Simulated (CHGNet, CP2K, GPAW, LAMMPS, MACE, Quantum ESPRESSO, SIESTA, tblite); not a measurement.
## Glassy 67P2O5-20BaO-13Al2O3 (mol %) (86 atoms) in tblite

Aim: run glassy 67P2O5-20BaO-13Al2O3 (mol %) (86 atoms) in tblite and see how near its forces come to a plane-wave reference, and at what cost.

Main program and level: tblite 0.8.0; the method is named at each step.

### Step 1. Starting point

The cell holds 86 atoms: 20 P, 3 Ba, 4 Al and 59 O. Cell: a = 10.717 Å, b = 10.717 Å, c = 10.717 Å, α = 90.0°, β = 90.0°, γ = 90.0°. 86 atoms (20 P, 3 Ba, 4 Al, 59 O) placed at random at 2.81 g/cm³, melted at 4000 K for 10 ps at fixed volume with the Morse and Coulomb pair potential with partial charges (Pedone, Malavasi, Menziani, Cormack and Segre, J. Phys. Chem. B 110, 11780 (2006)). Quenched from 4000 K to 300 K at 20 K/ps and fixed volume, held 10 ps at zero pressure, then minimised at fixed cell.

The yardstick, on the same geometry:

| Item | Value |
| --- | --- |
| method | Kohn-Sham DFT, PBE, SSSP efficiency 1.3.0 pseudopotentials, plane waves (Quantum ESPRESSO 7.5); sssp-pbe-1.3.0-efficiency, cutoffs 60/480 Ry, Γ point |
| r.m.s. force component | 1.237 eV/Å |
| longest force | 5.06 eV/Å |
| pressure | 3.063 GPa |
| gap (highest filled to lowest empty level) | 1.303 eV |
| time | 10 min on 2 MPI ranks of Arm Neoverse V1, shared host |
| CPU time | 21 min |

### Step 2. GFN1-xTB

Method: GFN1-xTB tight binding, diagonalisation.

run.py reads:

```python
import numpy as np
from ase.io import read
from tblite.ase import TBLite

atoms = read("structure.xyz")
atoms.calc = TBLite(method="GFN1-xTB", electronic_temperature=580, accuracy=1.0, max_iterations=250, mixer_damping=0.4, verbosity=1)
energy = atoms.get_potential_energy()
forces = atoms.get_forces()
print(f"energy {energy:.6f} eV")
print("forces (eV/A)")
for i, (a, f) in enumerate(zip(atoms, forces)):
    print(f"{i:4d} {a.symbol:2s} {f[0]:10.5f} {f[1]:10.5f} {f[2]:10.5f}")
stress = -atoms.get_stress(voigt=False) * 160.21766
print("stress (GPa, compression positive)")
for row in stress:
    print(" ".join(f"{x:10.4f}" for x in row))
print("charges (e)")
print(np.array2string(atoms.get_charges(), precision=4, suppress_small=True, max_line_width=110, threshold=100000))
```

structure.xyz reads:

```xyz
86
Lattice="10.71682 0.00000 0.00000 0.00000 10.71682 0.00000 0.00000 0.00000 10.71682" Properties=species:S:1:pos:R:3 pbc="T T T"
P 7.74837 6.59395 2.23446
P 7.61334 3.18182 4.48874
P 3.48811 6.04525 4.15148
P 2.55339 2.18934 6.62353
P 7.63702 2.74651 1.44913
P 2.08196 5.86060 8.12260
P 10.55071 1.90513 8.11510
P 4.53514 3.13864 4.35832
P 6.90228 0.22977 8.61182
P 10.43036 9.06514 4.40365
P 3.34043 9.98711 1.92174
P 0.57924 8.96162 0.97737
P 0.99774 3.55305 1.77385
P 4.82932 2.56539 8.78104
P 5.49323 8.19237 8.68159
P 10.29876 6.05490 0.59307
P 4.82675 8.34176 5.69010
P 0.71278 8.61386 8.52716
P 8.95005 6.35186 5.11450
P 2.14744 9.86698 6.16935
Ba 7.99325 5.13078 8.42674
Ba 4.35724 5.98717 0.36234
Ba 6.77057 10.34002 2.66474
Al 0.94029 4.62720 5.37556
Al 3.99641 2.33745 1.21775
Al 9.84383 1.03053 0.40895
Al 8.74610 0.51409 6.00196
O 4.10669 8.35612 9.23040
O 4.18331 2.49402 3.06362
O 4.52893 9.11123 1.68179
O 3.44824 9.07115 5.97623
O 0.24274 7.41583 1.00942
O 8.06130 6.79425 6.22390
O 10.33434 10.13490 0.86613
O 0.86420 3.85945 3.24838
O 5.70971 1.25966 8.67205
O 0.20437 2.33262 1.34175
O 7.46587 0.28475 7.19956
O 3.62936 2.36113 7.82114
O 0.09956 8.95819 2.94659
O 2.15847 5.90025 4.84711
O 6.16624 2.40335 1.37936
O 7.92252 4.45048 5.18694
O 6.24062 9.56455 8.82573
O 8.97469 6.11073 1.39994
O 5.35123 8.10760 7.11822
O 0.84631 8.88885 10.02505
O 10.09160 0.90964 7.02970
O 6.51861 5.76608 2.06181
O 6.06304 3.01121 4.54522
O 3.25384 6.38819 2.72668
O 7.65181 8.05240 1.96396
O 10.04295 8.78618 8.04126
O 10.06481 6.11223 9.85326
O 2.44858 3.37301 1.37315
O 10.51749 1.34025 9.52243
[... 26 atom lines left out ...]
O 5.75718 9.23158 4.94721
O 1.36832 7.25518 8.19890
O 9.63796 3.07401 7.97728
O 8.25763 6.42323 3.69612
```

Command:

```
> OMP_NUM_THREADS=1 python run.py > output.txt
```

The log of the run:

```text
------------------------------------------------------------
  cycle        total energy    energy error   density error
------------------------------------------------------------
      1     -315.4252441867  -3.1684557E+02   1.0352550E+00
      2      455.6449854326   7.7107023E+02   1.2309381E+00
      3      164.8505587106  -2.9079443E+02   8.4433181E-01
      4     -304.7895233210  -4.6964008E+02   6.0395739E-01
      5     -169.1319488767   1.3565757E+02   3.6713289E-01
      6     -244.4486077378  -7.5316659E+01   2.9264940E-01
      7     -317.6402084702  -7.3191601E+01   1.4796394E-01
      8     -341.8987657234  -2.4258557E+01   8.4154358E-02
      9     -299.5768334710   4.2321932E+01   1.7250073E-01
     10     -334.9735150179  -3.5396682E+01   7.3254162E-02
     11     -338.4977660523  -3.5242510E+00   5.4350285E-02
     12     -341.9376045487  -3.4398385E+00   2.0896608E-02
     13     -342.5609524205  -6.2334787E-01   4.6172577E-03
     14     -342.5516627318   9.2896886E-03   4.4474743E-03
     15     -342.5460475624   5.6151695E-03   4.7266785E-03
     16     -342.5721497096  -2.6102147E-02   2.2280542E-03
     17     -342.5702385437   1.9111659E-03   2.2589934E-03
     18     -342.5692458309   9.9271277E-04   2.3597453E-03
     19     -342.5765074186  -7.2615877E-03   9.3676831E-04
     20     -342.5777282361  -1.2208176E-03   2.9382350E-04
     21     -342.5778485161  -1.2027992E-04   8.0130501E-05
     22     -342.5778401168   8.3992437E-06   1.0236943E-04
     23     -342.5778473211  -7.2042333E-06   7.4643790E-05
     24     -342.5778550366  -7.7155208E-06   2.1445575E-05
     25     -342.5778551992  -1.6257735E-07   1.8769795E-05
------------------------------------------------------------
 total:                                   5.147 sec
energy -9322.018261 eV
forces (eV/A)
   0 P    -3.10855    0.86600   -0.21849
   1 P     1.60307    1.17187   -0.06589
   2 P    -3.93056    0.08687   -2.54430
   3 P    -2.22336    2.75931    0.27231
   4 P    -0.98999    0.49118   -2.37833
   5 P     4.92190   -2.55724   -0.08753
   6 P    -2.40137    0.73941   -0.33074
   7 P    -0.49007   -0.77079   -1.33136
   8 P     1.83904    0.99765    0.42581
   9 P    -1.84381   -0.77937   -2.20836
  10 P     3.15368    1.00953    4.49881
  11 P     0.28425    1.20582   -0.17716
  12 P     0.37815   -2.09160    2.81196
  13 P     2.13244    2.47567    0.57942
  14 P    -3.80081   -1.53688    4.04306
  15 P    -1.10426   -0.74216   -2.83441
  16 P     2.61814    1.29384   -0.97669
  17 P    -3.31708   -2.43813   -0.67222
  18 P    -0.90053   -0.33233    1.53732
  19 P    -0.45552   -0.66474    1.00165
  20 Ba    0.23775   -0.12822   -0.09275
  21 Ba   -0.31943    0.27451   -0.33663
  22 Ba   -0.34730   -0.38245   -0.28825
  23 Al    0.94625    0.59607    0.77021
[...]
78 O    -0.12223   -0.19238    0.01906
  79 O    -2.58530   -1.81448   -1.54125
  80 O     1.33844   -2.83395   -0.02714
  81 O    -2.59040   -0.91405   -1.58532
  82 O    -0.46623   -0.62849    0.07892
  83 O    -1.73524    2.71435    0.56536
  84 O     0.06983    1.54238    0.22977
  85 O     0.33514   -0.52904    1.24626
stress (GPa, compression positive)
    2.0514     0.1785     0.0745
    0.1785     3.1926    -0.0874
    0.0745    -0.0874     0.6067
charges (e)
[ 0.528   0.5319  0.5398  0.5681  0.5284  0.5316  0.5454  0.5386  0.5341  0.5408  0.5284  0.5581  0.5403
  0.5366  0.5277  0.54    0.5491  0.5393  0.5462  0.5573  1.2943  1.29    1.3157  1.0233  0.9877  1.0054
  0.9916 -0.4182 -0.3308 -0.4529 -0.1313 -0.1803 -0.3891 -0.3288 -0.4034 -0.231  -0.3772 -0.364  -0.1878
 -0.2839 -0.3371 -0.4459 -0.3116 -0.213  -0.2108 -0.1685 -0.231  -0.4115 -0.4218 -0.2093 -0.3847 -0.4436
 -0.3699 -0.351  -0.3817 -0.3588 -0.2333 -0.2278 -0.4086 -0.1887 -0.1338 -0.4177 -0.3324 -0.227  -0.4024
 -0.1751 -0.5187 -0.4775 -0.2456 -0.3615 -0.4899 -0.1414 -0.36   -0.3646 -0.1472 -0.3544 -0.4097 -0.1741
 -0.3445 -0.177  -0.4256 -0.4197 -0.3528 -0.2213 -0.4256 -0.2303]
```

Elapsed: 5.8 s, on 1 thread of Arm Neoverse V1, shared host; peak memory 0.12 GiB.

Banners, paths, timers and routine set-up lines are dropped from the logs unmarked, and long logs keep their key lines alone; longer cuts are marked.

Compared with the plane-wave run:

| Item | Value |
| --- | --- |
| r.m.s. force component | 1.259 eV/Å |
| r.m.s. difference of force components | 431.9 meV/Å |
| longest difference of force vectors | 2149 meV/Å |
| force difference over r.m.s. force | 34.92 % |
| slope of forces against the reference's | 0.9566 |
| correlation of force components | 0.9402 |
| pressure | 1.95 GPa |
| pressure difference | -1.113 GPa |

Length of the force difference by element (eV/Å):

| element | atoms | mean | most |
| --- | --- | --- | --- |
| Al | 4 | 1.1 | 1.3 |
| Ba | 3 | 0.54 | 0.78 |
| O | 59 | 0.51 | 1.3 |
| P | 20 | 0.99 | 2.1 |

Local excerpt of 9 atoms (numbers count through the whole input) about O67, whose charge lies farthest from its element's mean; x, y, z are measured from there.

| atom | x | y | z | distance (Å) | bonds | Mulliken charge (e) | Fx | Fy | Fz (eV/Å) |
| --- | --- | --- | --- | --- | --- | --- | --- | --- | --- |
| O67 | 0.00 | 0.00 | 0.00 | 0.00 | 1 | -0.52 | 0.22 | 0.82 | -0.03 |
| P6 | -1.34 | -0.17 | 0.68 | 1.51 | 4 | 0.53 | 4.92 | -2.56 | -0.09 |
| O82 | -2.19 | -1.02 | -0.22 | 2.43 | 2 | -0.42 | -2.59 | -0.91 | -1.59 |
| O68 | -1.14 | -0.67 | 2.07 | 2.46 | 2 | -0.48 | -0.31 | -0.13 | 1.51 |
| O84 | -2.05 | 1.23 | 0.76 | 2.51 | 2 | -0.22 | -1.74 | 2.71 | 0.57 |
| O46 | 1.93 | 2.08 | -0.33 | 2.86 | 2 | -0.17 | 0.39 | -1.10 | -2.62 |
| O41 | -1.26 | -0.13 | -2.60 | 2.89 | 2 | -0.34 | -0.26 | -0.26 | 0.43 |
| O75 | 0.96 | 1.08 | -2.58 | 2.96 | 2 | -0.15 | 1.34 | 0.35 | 1.04 |
| O28 | 0.69 | 2.33 | 1.79 | 3.01 | 2 | -0.42 | 0.99 | 0.10 | -0.15 |

Atoms are counted from 1 here, from 0 in the log.

Forces lie 35 % from the reference's, at 0.0046 times its CPU time (on 1 against 2 cores).

### Step 3. Results

```json
{
 "force difference from the reference": "tblite GFN1-xTB, 35 %",
 "its CPU time": "5.8 s"
}
```

Tight binding differs by 35 % (tblite GFN1-xTB); it is another model, with fitted parameters of its own, and the xTB methods hold dispersion. One electronic-structure run takes under half the reference's CPU time: tblite GFN1-xTB, at 35 % in 5.8 s against 21 min. Periodic xTB results under one method name differ between programs and library versions. The reference's pressure holds the uncorrected Pulay stress of its 60 Ry basis, so small pressure differences, and their order, may be the reference's own error. In our tests on small cells the SSSP efficiency potentials stood apart from two norm-conserving sets, for C–F bonds most and for P–O bonds less, so differences between them and other runs here needn't be the other run's error. The quench rate of 20 K/ps is many orders above laboratory rates, so the cell is likely richer in defects and strain than a real sample. The network of bonds at the start is that of the classical potential that made the cell, and needn't be the one that DFT or experiment would give. The reference's pressure of 3.1 GPa belongs to a cell and atoms that aren't relaxed at this level. The electronic-structure runs sample only Γ, in a cell whose shortest periodic width is 11 Å. Spin–orbit coupling is left out, which matters for the levels of the heavy elements.

[Also dropped from logs without a mark: logging warnings of Python, and SIESTA's first energy breakdown and zero terms.]

[Logs are printed without paths, hosts, clocks, repeated set-up lines and the standing remarks that a program may print on its own settings, such as how far it seeks lower states.]

[Hosts, paths, dates, database ids (printed as entryN), source tags and the programs' standing remarks are cut or masked in the printed files.]
